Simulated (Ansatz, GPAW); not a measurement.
**A 12-layer slab of Nb(111): converging a work function**

Wanted: a convergence study on the slab a 12-layer slab of Nb(111).

Calculated with GPAW 26.7.0 and Ansatz 0.2.0; Ansatz plane waves; slab in vacuum with a dipole correction, relaxation, in the first sound run; inputs show where later runs differ.

## (1) The structure

The cell holds 12 atoms: 12 Nb. Cell: a = 4.667 Å, b = 4.667 Å, c = 28.479 Å, α = 90.0°, β = 90.0°, γ = 60.0°. Vacuum lies along c.

## (2) Relaxing the atoms

The atoms are relaxed first, since the surface dipole, and with it the work function, follows the positions of the outer layers. The lowest 5 atoms are held at bulk positions and keep their forces.

input.yaml reads:

```yaml
crystal:
  lattice:
    - [4.6669047558, 0.0, 0.0]
    - [2.3334523779, 4.0416580756, 0.0]
    - [0.0, 0.0, 28.4789073858]
  atoms:
    - { symbol: Nb, position: [0.3333333333, 0.3333333333, 0.31602336] }
    - { symbol: Nb, position: [0.6666666667, 0.6666666667, 0.3494736581] }
    - { symbol: Nb, position: [0.0, 0.0, 0.3829239563] }
    - { symbol: Nb, position: [0.3333333333, 0.3333333333, 0.4163742545] }
    - { symbol: Nb, position: [0.6666666667, 0.6666666667, 0.4498245527] }
    - { symbol: Nb, position: [0.0, 0.0, 0.4832748509] }
    - { symbol: Nb, position: [0.3333333333, 0.3333333333, 0.5167251491] }
    - { symbol: Nb, position: [0.6666666667, 0.6666666667, 0.5501754473] }
    - { symbol: Nb, position: [0.0, 0.0, 0.5836257455] }
    - { symbol: Nb, position: [0.3333333333, 0.3333333333, 0.6170760437] }
    - { symbol: Nb, position: [0.6666666667, 0.6666666667, 0.6505263419] }
    - { symbol: Nb, position: [0.0, 0.0, 0.68397664] }
kpoints:
  mp_grid: { grid: [8, 8, 1] }
hamiltonian:
  xc: pbe
scf:
  occupations: { method: fermi_dirac, width: 0.1 }
efield:
  axis: 3
  dipole_correction: true
  ramp_width: 0.05
relax:
  f_tol: 0.02
  max_steps: 60
  constraints: [{ sites: [0, 1, 2, 3, 4] }]
output:
  write_potential: true
  write_density: true
  volumetric_format: npy
```

Run with:

```console
$ ansatz run input.yaml --threads 4 --pin off --max-ram 8192MiB --backend cpu --events-out ev --progress --plain --runs-dir out
```

Numbers of over 12 decimals in the logs are rounded to 6 here.

The program printed:

```text
Engine: ansatz 0.2.0, aarch64-unknown-linux-gnu
Pseudopotentials: kind: paw
Pseudopotential: Nb, paw, valence charge 13, recommended cutoff 420 eV (normal), Nb.paw.azcp
Functional definition: PBE
  parameter kappa = 0.804
  parameter beta = 0.066725
  exchange = pbe_x(kappa = kappa, mu = beta*pi^2/3)
  correlation = pbe_c(beta = beta)
Crystal: 12 atoms, lattice volume = 537.170 Å³
Basis set: ecut = 420 eV, 10493 PW (Γ), exchange–correlation on 64×64×384 points (8 copies of the dense FFT grid, shifted against one another)
Bands: 94, of which v1, the nominal top of the filled ones, is band 78 counted from 1 (77 counted from 0)
Symmetry: 6 space group operations
k-points: 10 of 64 (time reversal used)
Non-local potential: Nb, projectors of the file, l = 0: 3, l = 1: 2, l = 2: 2, l = 3: 1
PAW form: soft (Blöchl's): semilocal exchange-correlation on the pseudo side does not see the compensation charge
PAW one-centre angular grid: Nb, 590 points (default); XC on 64 Gauss nodes
Initial density: superposition of atomic densities (neutral atoms: chi_scale 0, normalization atom), corrected by the library's trained network
Initial wavefunctions: pseudopotential atomic-orbital guess
Functional: x = pbe(κ = 0.804, μ = 0.219515), c = pbe(β = 0.066725)
SCF iter   1: F=—  HF=-54621.579894 eV  |F-HF|=—  |Δ(HF+E_count)|=         —  Δρ=9.46e-3  dr2=1.03e1  ethr=1.77e-3  p=0.000 e·Å  D=6.78e-16 V/Å  ΔV_dip=-0.00 eV  dr2_dipole=3.30e-6  V_vac-E_F(+/−)=3.83/3.83 eV  ⟨swp⟩=9.3  Hψ=4470  notcnv=0
efield: sawtooth ramp at fractional position 0.9750 (placed from the atoms, in the widest stretch of the axis that holds none; the zero of the levels goes with the place), width 0.0500; the density the first Hamiltonian is built on has a dipole p = 0.000 e·Å; the dipole correction subtracts the counter field D = 6.78e-16 V/Å, which shifts the + side's vacuum level by -0.00 eV against the − side's; the planar-averaged density in the ramp window peaks in size at 1.5e-5 e/Å³
preconditioner: auto → LDOS  [metal: Δε(μ)=0.009 eV  Ē_g=3.105 eV  σ=0.100 eV  W_gap=0.02  n_scr=110 (ndim 8)  ℏωp=12.4 eV  f_vac=0.520  D(μ)=16.69/eV (n_scr^D=122)  β→1.0]
SCF iter   2: F=—  HF=-54621.394161 eV  |F-HF|=—  |Δ(HF+E_count)|=   1.86e-1  Δρ=3.05e-3  dr2=3.19e-1  ethr=1.77e-3  p=0.000 e·Å  D=5.53e-5 V/Å  ΔV_dip=-0.00 eV  dr2_dipole=8.92e-5  V_vac-E_F(+/−)=3.34/3.34 eV  ⟨swp⟩=2.7  Hψ=1179  notcnv=0
SCF iter   3: F=—  HF=-54621.387230 eV  |F-HF|=—  |Δ(HF+E_count)|=   6.93e-3  Δρ=8.96e-4  dr2=3.78e-2  ethr=2.04e-4  p=-0.000 e·Å  D=-7.61e-6 V/Å  ΔV_dip=0.00 eV  dr2_dipole=2.48e-5  V_vac-E_F(+/−)=3.44/3.44 eV  ⟨swp⟩=2.0  Hψ=1092  notcnv=0
SCF iter   4: F=—  HF=-54621.386980 eV  |F-HF|=—  |Δ(HF+E_count)|=   2.50e-4  Δρ=1.98e-4  dr2=6.85e-4  ethr=2.42e-5  p=-0.000 e·Å  D=-1.27e-6 V/Å  ΔV_dip=0.00 eV  dr2_dipole=3.79e-7  V_vac-E_F(+/−)=3.42/3.42 eV  ⟨swp⟩=1.7  Hψ=987  notcnv=0
SCF iter   5: F=—  HF=-54621.387745 eV  |F-HF|=—  |Δ(HF+E_count)|=   7.65e-4  Δρ=5.28e-5  dr2=3.08e-5  ethr=4.39e-7  p=0.000 e·Å  D=6.95e-7 V/Å  ΔV_dip=-0.00 eV  dr2_dipole=3.63e-14  V_vac-E_F(+/−)=3.42/3.42 eV  ⟨swp⟩=2.5  Hψ=1314  notcnv=0
SCF iter   6: F=-54621.387760 eV  HF=-54621.387761 eV  |F-HF|=9.45e-7  |Δ(HF+E_count)|=   1.57e-5  Δρ=1.98e-5  dr2=4.05e-6  ethr=6.41e-9  p=-0.000 e·Å  D=-1.47e-6 V/Å  ΔV_dip=0.00 eV  dr2_dipole=2.09e-8  V_vac-E_F(+/−)=3.42/3.42 eV  ⟨swp⟩=13.0  Hψ=9620  notcnv=0
SCF 1 converged in 6 iterations: F = -54621.387760 eV  dr2 = 4.05e-6
  greatest PAW one-centre occupation: 0.998 electrons in one spin orbital (limit 2), on the Nb atom at site 6 (counted from 0), in its partial waves of l = 0
relax step   1: F+E_penalty+E_count = -54621.38776000 eV  Δ(F+E_penalty+E_count) = +0.000e0 eV  max|allowed force component| = 1.664e0 eV/Å  Δτ_max = 0.0000 Å  (6 SCF iters, dr2 threshold 1.00e-5 eV, accepted)
Initial density: handed on by an earlier stage of this run
Initial wavefunctions: those handed on with the density
iter 1 solved again at ethr=1.82e-3 eV; its pass at ethr=3.10e-3 eV (dr2=2.84e0 eV) is discarded
SCF iter   1: F=—  HF=-54621.774604 eV  |F-HF|=—  |Δ(HF+E_count)|=         —  Δρ=8.43e-3  dr2=3.98e0  ethr=1.82e-3  p=-0.000 e·Å  D=-1.46e-6 V/Å  ΔV_dip=0.00 eV  dr2_dipole=1.34e0  V_vac-E_F(+/−)=3.43/3.43 eV  ⟨swp⟩=1.0  Hψ=3015  notcnv=0
efield: sawtooth ramp at fractional position 0.9750 (handed on by an earlier solve), width 0.0500; the density the first Hamiltonian is built on has a dipole p = -0.000 e·Å; the dipole correction subtracts the counter field D = -1.46e-6 V/Å, which shifts the + side's vacuum level by +0.00 eV against the − side's; the planar-averaged density in the ramp window peaks in size at 1.8e-7 e/Å³
preconditioner: auto → LDOS  [metal: Δε(μ)=0.019 eV  Ē_g=3.087 eV  σ=0.100 eV  W_gap=0.05  n_scr=110 (ndim 8)  ℏωp=12.4 eV  f_vac=0.526  D(μ)=17.33/eV (n_scr^D=122)  β→1.0]
SCF iter   2: F=—  HF=-54621.697501 eV  |F-HF|=—  |Δ(HF+E_count)|=   7.71e-2  Δρ=2.29e-3  dr2=6.71e-2  ethr=1.82e-3  p=-0.020 e·Å  D=-6.68e-3 V/Å  ΔV_dip=0.19 eV  dr2_dipole=7.26e-3  V_vac-E_F(+/−)=3.60/3.41 eV  ⟨swp⟩=2.8  Hψ=1025  notcnv=0
SCF iter   3: F=—  HF=-54621.692075 eV  |F-HF|=—  |Δ(HF+E_count)|=   5.43e-3  Δρ=1.02e-3  dr2=1.61e-2  ethr=4.30e-5  p=-0.026 e·Å  D=-8.77e-3 V/Å  ΔV_dip=0.25 eV  dr2_dipole=6.57e-4  V_vac-E_F(+/−)=3.68/3.43 eV  ⟨swp⟩=3.0  Hψ=1824  notcnv=0
SCF iter   4: F=—  HF=-54621.689762 eV  |F-HF|=—  |Δ(HF+E_count)|=   2.31e-3  Δρ=2.60e-4  dr2=1.15e-3  ethr=1.03e-5  p=-0.027 e·Å  D=-9.13e-3 V/Å  ΔV_dip=0.26 eV  dr2_dipole=3.38e-4  V_vac-E_F(+/−)=3.68/3.42 eV  ⟨swp⟩=2.0  Hψ=1411  notcnv=0
SCF iter   5: F=-54621.689810 eV  HF=-54621.689803 eV  |F-HF|=6.89e-6  |Δ(HF+E_count)|=   4.13e-5  Δρ=7.76e-5  dr2=7.20e-5  ethr=6.41e-8  p=-0.029 e·Å  D=-9.78e-3 V/Å  ΔV_dip=0.28 eV  dr2_dipole=3.86e-8  V_vac-E_F(+/−)=3.70/3.42 eV  ⟨swp⟩=12.0  Hψ=9897  notcnv=0
SCF 2 converged in 5 iterations: F = -54621.689810 eV  dr2 = 7.20e-5
relax step   2: F+E_penalty+E_count = -54621.68980978 eV  Δ(F+E_penalty+E_count) = -3.020e-1 eV  max|allowed force component| = 3.032e-1 eV/Å  Δτ_max = 0.1949 Å  (5 SCF iters, dr2 threshold 1.00e-4 eV, accepted)
iter 1 solved again at ethr=9.17e-4 eV; its pass at ethr=3.10e-3 eV (dr2=1.43e0 eV) is discarded
SCF iter   1: F=—  HF=-54621.762569 eV  |F-HF|=—  |Δ(HF+E_count)|=         —  Δρ=6.32e-3  dr2=1.36e0  ethr=9.17e-4  p=-0.029 e·Å  D=-9.78e-3 V/Å  ΔV_dip=0.28 eV  dr2_dipole=1.01e-1  V_vac-E_F(+/−)=3.71/3.43 eV  ⟨swp⟩=1.4  Hψ=2769  notcnv=0
efield: sawtooth ramp at fractional position 0.9750 (handed on by an earlier solve), width 0.0500; the density the first Hamiltonian is built on has a dipole p = -0.029 e·Å; the dipole correction subtracts the counter field D = -9.78e-3 V/Å, which shifts the + side's vacuum level by +0.28 eV against the − side's; the planar-averaged density in the ramp window peaks in size at 6.1e-7 e/Å³
preconditioner: auto → LDOS  [metal: Δε(μ)=0.031 eV  Ē_g=3.131 eV  σ=0.100 eV  W_gap=0.08  n_scr=110 (ndim 8)  ℏωp=12.4 eV  f_vac=0.528  D(μ)=15.76/eV (n_scr^D=110)  β→1.0]
SCF iter   2: F=—  HF=-54621.708450 eV  |F-HF|=—  |Δ(HF+E_count)|=   5.41e-2  Δρ=1.67e-3  dr2=3.28e-2  ethr=8.69e-4  p=-0.028 e·Å  D=-9.55e-3 V/Å  ΔV_dip=0.27 eV  dr2_dipole=2.05e-4  V_vac-E_F(+/−)=3.70/3.43 eV  ⟨swp⟩=2.2  Hψ=1056  notcnv=0
SCF iter   3: F=—  HF=-54621.707533 eV  |F-HF|=—  |Δ(HF+E_count)|=   9.17e-4  Δρ=6.90e-4  dr2=8.33e-3  ethr=2.10e-5  p=-0.037 e·Å  D=-1.23e-2 V/Å  ΔV_dip=0.35 eV  dr2_dipole=1.35e-4  V_vac-E_F(+/−)=3.78/3.43 eV  ⟨swp⟩=2.5  Hψ=1672  notcnv=0
SCF iter   4: F=—  HF=-54621.706952 eV  |F-HF|=—  |Δ(HF+E_count)|=   5.81e-4  Δρ=1.64e-4  dr2=3.51e-4  ethr=5.34e-6  p=-0.038 e·Å  D=-1.28e-2 V/Å  ΔV_dip=0.36 eV  dr2_dipole=2.14e-5  V_vac-E_F(+/−)=3.79/3.43 eV  ⟨swp⟩=2.3  Hψ=1392  notcnv=0
SCF iter   5: F=—  HF=-54621.707754 eV  |F-HF|=—  |Δ(HF+E_count)|=   8.02e-4  Δρ=5.59e-5  dr2=6.10e-5  ethr=2.25e-7  p=-0.039 e·Å  D=-1.31e-2 V/Å  ΔV_dip=0.37 eV  dr2_dipole=3.21e-7  V_vac-E_F(+/−)=3.80/3.43 eV  ⟨swp⟩=2.0  Hψ=1628  notcnv=0
SCF iter   6: F=-54621.707755 eV  HF=-54621.707756 eV  |F-HF|=9.93e-7  |Δ(HF+E_count)|=   2.25e-6  Δρ=1.77e-5  dr2=3.87e-6  ethr=3.68e-9  p=-0.040 e·Å  D=-1.34e-2 V/Å  ΔV_dip=0.38 eV  dr2_dipole=4.75e-9  V_vac-E_F(+/−)=3.81/3.43 eV  ⟨swp⟩=11.2  Hψ=8917  notcnv=0
SCF 3 converged in 6 iterations: F = -54621.707755 eV  dr2 = 3.87e-6
relax step   3: F+E_penalty+E_count = -54621.70775494 eV  Δ(F+E_penalty+E_count) = -1.795e-2 eV  max|allowed force component| = 1.562e-1 eV/Å  Δτ_max = 0.1178 Å  (6 SCF iters, dr2 threshold 5.74e-6 eV, accepted)
[...]
relax step   4: F+E_penalty+E_count = -54621.71209317 eV  Δ(F+E_penalty+E_count) = -4.338e-3 eV  max|allowed force component| = 1.282e-2 eV/Å  Δτ_max = 0.0268 Å  (6 SCF iters, dr2 threshold 1.52e-6 eV, accepted)
iter 1 solved again at ethr=1.55e-10 eV; its pass at ethr=3.10e-3 eV (dr2=2.42e-7 eV) is discarded
SCF iter   1: F=—  HF=-54621.712093 eV  |F-HF|=—  |Δ(HF+E_count)|=         —  Δρ=4.12e-6  dr2=2.43e-7  ethr=1.55e-10  p=-0.039 e·Å  D=-1.31e-2 V/Å  ΔV_dip=0.37 eV  dr2_dipole=7.01e-9  V_vac-E_F(+/−)=3.80/3.42 eV  ⟨swp⟩=1.1  Hψ=2261  notcnv=0
efield: sawtooth ramp at fractional position 0.9750 (handed on by an earlier solve), width 0.0500; the density the first Hamiltonian is built on has a dipole p = -0.039 e·Å; the dipole correction subtracts the counter field D = -1.31e-2 V/Å, which shifts the + side's vacuum level by +0.37 eV against the − side's; the planar-averaged density in the ramp window peaks in size at 3.9e-7 e/Å³
preconditioner: auto → LDOS  [metal: Δε(μ)=0.051 eV  Ē_g=3.111 eV  σ=0.100 eV  W_gap=0.13  n_scr=110 (ndim 8)  ℏωp=12.4 eV  f_vac=0.527  D(μ)=16.43/eV (n_scr^D=122)  β→1.0]
SCF iter   2: F=-54621.712093 eV  HF=-54621.712093 eV  |F-HF|=2.33e-8  |Δ(HF+E_count)|=   1.16e-7  Δρ=2.38e-6  dr2=8.01e-8  ethr=6.41e-11  p=-0.039 e·Å  D=-1.31e-2 V/Å  ΔV_dip=0.37 eV  dr2_dipole=7.64e-9  V_vac-E_F(+/−)=3.80/3.42 eV  ⟨swp⟩=8.9  Hψ=7339  notcnv=0
SCF 5 converged in 2 iterations: F = -54621.712093 eV  dr2 = 8.01e-8
relax step   5: F+E_penalty+E_count = -54621.71209326 eV  Δ(F+E_penalty+E_count) = -8.997e-8 eV  max|allowed force component| = 1.269e-2 eV/Å  Δτ_max = 0.0000 Å  (2 SCF iters, accepted)
NSCF: frozen V_eff on 10 k-points
the band table was solved once a step of the walk had ended and its energy, with any forces and stress, was formed, with the checks that follow a solve (4481 applications of the Hamiltonian). They found nothing against the state; the energy, forces and stress were not computed again (output.eigenvalues in the input reference)
WARN: The output density's exchange-correlation potential varies sharply where the density is thin. Do not read a vacuum level from v_tot or v_xc, or from such a field of the output density. On a cell that repeats whose density bears no net charge and no dipole along the vacuum's axis use v_es (v_loc + v_h of the components); under efield.dipole_correction with no amplitude use v_es + v_field, which holds any externa [...]
SCF converged after 2 iterations
Free energy (F): -54621.712093 eV
Harris-Foulkes:  -54621.712093 eV  (|F-HF|=2.33e-8)
Internal energy: -54621.168071 eV  (E = F + TS)
E sigma→0 (E₀):  -54621.440082 eV
Entropy (-TS):   -0.544022 eV (-45.335 meV/atom)
Fermi energy:    5.104445 eV
Dipole field:    D = -0.013028 V/Å  (p = -0.038675 e·Å, saw-weighted, corrected)
Work function:   Φ+ = 3.7963 eV   Φ− = 3.4253 eV
Levels:          The Fermi level and band energies are counted from a zero that moves with the ramp; work functions are not
--- Per-component energies (eV) ---
  E_band       = -2798.256616
  E_kinetic    = 4730.052043
  E_local      = -208773.310460  (includes V_loc(G=0)·N_el)
  E_nonlocal   = 1446.069777
  E_hartree    = 101819.699077
  E_xc         = -2099.798771
  E_vxc        = -2546.343063  (∫ρ·V_xc dr)
  E_paw        = -36882.585815  (= ΣΔE_a)
  E_vpaw       = -1294.096728  (= ΣTr[D̂ρ^β])
  E_aug_tail   = 0.000081  (compensation charges beyond the density's cutoff)
  E_efield     = 0.000252  (sawtooth field / dipole correction)
  E_vefield    = -0.025195  (∫n·V_field dr)
  E_ewald      = 85138.705744
  E_smearing   = -0.544022  (= −TS)
  E_closure    = -0.000000  (closes the sum)
  Σ components = -54621.712093   (vs F -54621.712093, Δ=0.00e0)
--- Forces (eV/Å), atoms counted from 1 ---
  atom   1  Nb     0.00000000    -0.00000000     1.74077321
  atom   2  Nb    -0.00000000     0.00000000     0.02909682
  atom   3  Nb    -0.00000000     0.00000000    -1.17139546
  atom   4  Nb    -0.00000000    -0.00000000    -0.46782015
  atom   5  Nb    -0.00000000    -0.00000000    -0.14430571
  atom   6  Nb     0.00000000     0.00000000    -0.01269124
  atom   7  Nb    -0.00000000    -0.00000000     0.00938233
  atom   8  Nb     0.00000000     0.00000000     0.01013503
  atom   9  Nb     0.00000000     0.00000000     0.00188456
  atom  10  Nb    -0.00000000    -0.00000000    -0.01019313
  atom  11  Nb    -0.00000000     0.00000000     0.01133122
  atom  12  Nb     0.00000000     0.00000000     0.00372562
  max |Σ_I F_I| component: 7.69e-5 eV/Å
--- Band table (eV; the first three rows and the last of 10) ---
  k-point 0: bands = [... 74 lower, 4.4672, 4.6729, 4.6729, 4.8727, 4.9884, 4.9884, 5.0606, 5.2857, ... 12 higher]
  k-point 1: bands = [... 74 lower, 4.6496, 4.7201, 4.8954, 4.9860, 5.0364, 5.1604, 5.2425, 5.3173, ... 12 higher]
  k-point 2: bands = [... 74 lower, 4.8180, 4.9656, 5.0090, 5.1370, 5.3437, 5.4811, 5.5465, 5.5621, ... 12 higher]
  k-point 9: bands = [... 74 lower, 4.7330, 4.8729, 4.9097, 4.9757, 5.0340, 5.2118, 5.3696, 5.6041, ... 12 higher]
--- Relaxed structure (5 steps of the walk, 5 accepted, 0 SCFs on fresh bases) ---
  F+E_penalty+E_count = -54621.71209326 eV   max|allowed force component| = 1.269e-2 eV/Å
  atoms:
    - { symbol: Nb, position: [0.333333, 0.333333, 0.316023] }
    - { symbol: Nb, position: [0.666667, 0.666667, 0.349474] }
    - { symbol: Nb, position: [0.0, 0.0, 0.3829239563] }
    - { symbol: Nb, position: [0.333333, 0.333333, 0.416374] }
    - { symbol: Nb, position: [0.666667, 0.666667, 0.449825] }
    - { symbol: Nb, position: [3.914916159486259e-19, 0, 0.484142] }
    - { symbol: Nb, position: [0.333333, 0.333333, 0.517782] }
    - { symbol: Nb, position: [0.666667, 0.666667, 0.550985] }
    - { symbol: Nb, position: [-2.7529821440129616e-19, 0, 0.583016] }
    - { symbol: Nb, position: [0.333333, 0.333333, 0.620713] }
    - { symbol: Nb, position: [0.666667, 0.666667, 0.649477] }
    - { symbol: Nb, position: [-4.534595675413268e-18, 0, 0.673937] }
```

The job ended after 64 s (4 threads of Arm Neoverse V1, shared host; peak memory 1.3 GiB).

The steps of the relaxation:

| step | energy less that of the first step (eV) | largest force component (eV/Å) |
| --- | --- | --- |
| 1 | 0.0000 | 1.6639 |
| 2 | -0.3021 | 0.3032 |
| 3 | -0.3200 | 0.1562 |
| 4 | -0.3243 | 0.0128 |
| 5 | -0.3243 | 0.0127 |

The run keeps the 6 symmetry operations that it works with, so distortions that break them were not tested.

The atoms that moved most (Å):

| atom | dx | dy | dz | length |
| --- | --- | --- | --- | --- |
| Nb12 | 0.000 | 0.000 | -0.286 | 0.286 |
| Nb10 | 0.000 | 0.000 | 0.104 | 0.104 |
| Nb7 | 0.000 | 0.000 | 0.030 | 0.030 |
| Nb11 | 0.000 | 0.000 | -0.030 | 0.030 |
| Nb6 | 0.000 | 0.000 | 0.025 | 0.025 |
| Nb8 | 0.000 | 0.000 | 0.023 | 0.023 |
| Nb9 | 0.000 | 0.000 | -0.017 | 0.017 |

The relaxed structure:

```cif
data_structure
_symmetry_space_group_name_H-M 'P 1'
_symmetry_Int_Tables_number 1
_cell_length_a 4.6669
_cell_length_b 4.6669
_cell_length_c 28.4789
_cell_angle_alpha 90.000
_cell_angle_beta 90.000
_cell_angle_gamma 60.000
_cell_volume 537.17
loop_
_atom_site_label
_atom_site_type_symbol
_atom_site_fract_x
_atom_site_fract_y
_atom_site_fract_z
_atom_site_occupancy
Nb1 Nb 0.33333 0.33333 0.31602 1
Nb2 Nb 0.66667 0.66667 0.34947 1
Nb3 Nb 0.00000 0.00000 0.38292 1
Nb4 Nb 0.33333 0.33333 0.41637 1
Nb5 Nb 0.66667 0.66667 0.44982 1
Nb6 Nb 0.00000 0.00000 0.48414 1
Nb7 Nb 0.33333 0.33333 0.51778 1
Nb8 Nb 0.66667 0.66667 0.55099 1
Nb9 Nb 0.00000 0.00000 0.58302 1
Nb10 Nb 0.33333 0.33333 0.62071 1
Nb11 Nb 0.66667 0.66667 0.64948 1
Nb12 Nb 0.00000 0.00000 0.67394 1
```

This step gave:

| Item | Value |
| --- | --- |
| free energy | -54621.7121 eV |
| smearing term TS | 0.5440 eV |
| symmetry operations | 6 |
| upper work function | 3.796 eV |
| lower work function | 3.425 eV |
| dipole along the normal | -0.03867 e·Å |
| dipole field | -0.01303 V/Å |
| vacuum level above | 8.901 eV |
| vacuum level below | 8.530 eV |

Electrostatic potential energy of an electron (with the applied field's), less the Fermi level, planar mean against z:

| z (Å) | electrostatic potential energy of an electron (with the applied field's), less the Fermi level, planar mean (eV) |
| --- | --- |
| 0 | 3.61 |
| 1 | 3.42 |
| 2 | 3.42 |
| 3 | 3.42 |
| 4 | 3.42 |
| 5 | 3.42 |
| 6 | 3.39 |
| 7 | 3.14 |
| 8 | 1.01 |
| 9 | -9.03 |
| 10 | -10.8 |
| 11 | -10.8 |
| 12 | -10.8 |
| 13 | -10.7 |
| 14 | -10.8 |
| 15 | -11.1 |
| 16 | -11.4 |
| 17 | -9.77 |
| 18 | -13.0 |
| 19 | -13.5 |
| 20 | -0.624 |
| 21 | 3.32 |
| 22 | 3.74 |
| 23 | 3.79 |
| 24 | 3.80 |
| 25 | 3.80 |
| 26 | 3.80 |
| 27 | 3.80 |
| 28 | 3.74 |

Valence density, planar mean against z:

| z (Å) | valence density, planar mean (e/Å³) |
| --- | --- |
| 4 | 1.2e-5 |
| 5 | 1.0e-4 |
| 6 | 8.4e-4 |
| 7 | 0.00703 |
| 8 | 0.0731 |
| 9 | 0.621 |
| 10 | 0.714 |
| 11 | 0.715 |
| 12 | 0.720 |
| 13 | 0.709 |
| 14 | 0.716 |
| 15 | 0.730 |
| 16 | 0.751 |
| 17 | 0.653 |
| 18 | 0.842 |
| 19 | 0.852 |
| 20 | 0.151 |
| 21 | 0.0123 |
| 22 | 0.00142 |
| 23 | 1.6e-4 |
| 24 | 1.7e-5 |

The relaxation lowered the energy of the cell by 0.324 eV.

(Part 1 of 3 ends here.)

[Logs are printed without paths, hosts, clocks, repeated set-up lines and the standing remarks that a program may print on its own settings, such as how far it seeks lower states.]

[Hosts, paths, dates, database ids (printed as entryN), source tags and the programs' standing remarks are cut or masked in the printed files.]
